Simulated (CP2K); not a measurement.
2-aminooxazole has these distinct C atoms: C2 (bonded to 2 N and O), C4 (bonded to C, N and H) and C5 (bonded to C, O and H).

```xyz
10

N     1.9648    0.0975   -0.3097
C     0.6130   -0.0570   -0.1176
N    -0.0988   -1.1481   -0.2182
C    -1.4096   -0.7061   -0.0155
C    -1.4230    0.6321    0.2061
O    -0.1008    1.0827    0.1395
H     2.3892    0.8824    0.1744
H     2.4845   -0.7708   -0.2302
H    -2.2466   -1.3953   -0.0449
H    -2.1727    1.3826    0.4160
```

Their partial C K spectra (CP2K XAS_TDP, all-electron GAPW, PBEh(45%), aug-cc-pVDZ, TDA, GW2X-corrected core level, no relativity) are given in random order, each times the number of alike atoms.

Gaussian full width 0.5 eV, oscillator strength per eV, alike atoms added, rows of zeros left out:

```
E (eV)  curve 1  curve 2  curve 3
287.75    0.000    0.002    0.000
288.00    0.000    0.026    0.000
288.25    0.002    0.089    0.000
288.50    0.026    0.076    0.000
288.75    0.085    0.016    0.000
289.00    0.070    0.001    0.000
289.25    0.014    0.000    0.000
289.50    0.001    0.000    0.001
289.75    0.000    0.000    0.023
290.00    0.000    0.000    0.104
290.25    0.000    0.000    0.117
290.50    0.000    0.003    0.033
290.75    0.005    0.014    0.002
291.00    0.029    0.018    0.000
291.25    0.045    0.012    0.000
291.50    0.032    0.011    0.000
291.75    0.016    0.007    0.000
292.00    0.007    0.005    0.000
292.25    0.018    0.008    0.000
292.50    0.024    0.015    0.000
292.75    0.018    0.012    0.000
293.00    0.017    0.004    0.002
293.25    0.013    0.009    0.003
293.50    0.010    0.032    0.001
293.75    0.028    0.040    0.005
294.00    0.035    0.022    0.025
294.25    0.017    0.009    0.036
294.50    0.006    0.006    0.021
294.75    0.004    0.012    0.019
295.00    0.003    0.012    0.015
295.25    0.005    0.006    0.027
295.50    0.005    0.006    0.034
295.75    0.004    0.010    0.016
296.00    0.005    0.017    0.019
296.25    0.006    0.017    0.027
296.50    0.006    0.009    0.020
296.75    0.005    0.007    0.010
297.00    0.006    0.007    0.005
297.25    0.011    0.005    0.008
297.50    0.011    0.008    0.011
297.75    0.007    0.007    0.010
298.00    0.007    0.003    0.008
```

Which curve belongs to which atom?

Curve 1: C5 (bonded to C, O and H), leading line at 288.84 eV (f = 0.050 an atom), ionisation energy 293.18 eV, term value 4.34 eV. Curve 2: C4 (bonded to C, N and H), leading line at 288.35 eV (f = 0.052 an atom), ionisation energy 292.61 eV, term value 4.26 eV. Curve 3: C2 (bonded to 2 N and O), leading line at 290.15 eV (f = 0.070 an atom), ionisation energy 295.21 eV, term value 5.06 eV. The leading line of an atom is its first one with 35 % of the strongest within 2.5 eV of its lowest line over the strength cut. A line lies at the core ionisation energy, which rises as an atom loses charge to its neighbours or to a π system, less the term value, which is large for a low π* or σ* orbital with weight on that atom.

[Banner, clock and machine lines of the logs are left out without a mark of their own.]

[Logs are printed without paths, hosts, clocks, repeated set-up lines and the standing remarks that a program may print on its own settings, such as how far it seeks lower states.]

[Hosts, paths, dates, database ids (printed as entryN), source tags and the programs' standing remarks are cut or masked in the printed files.]
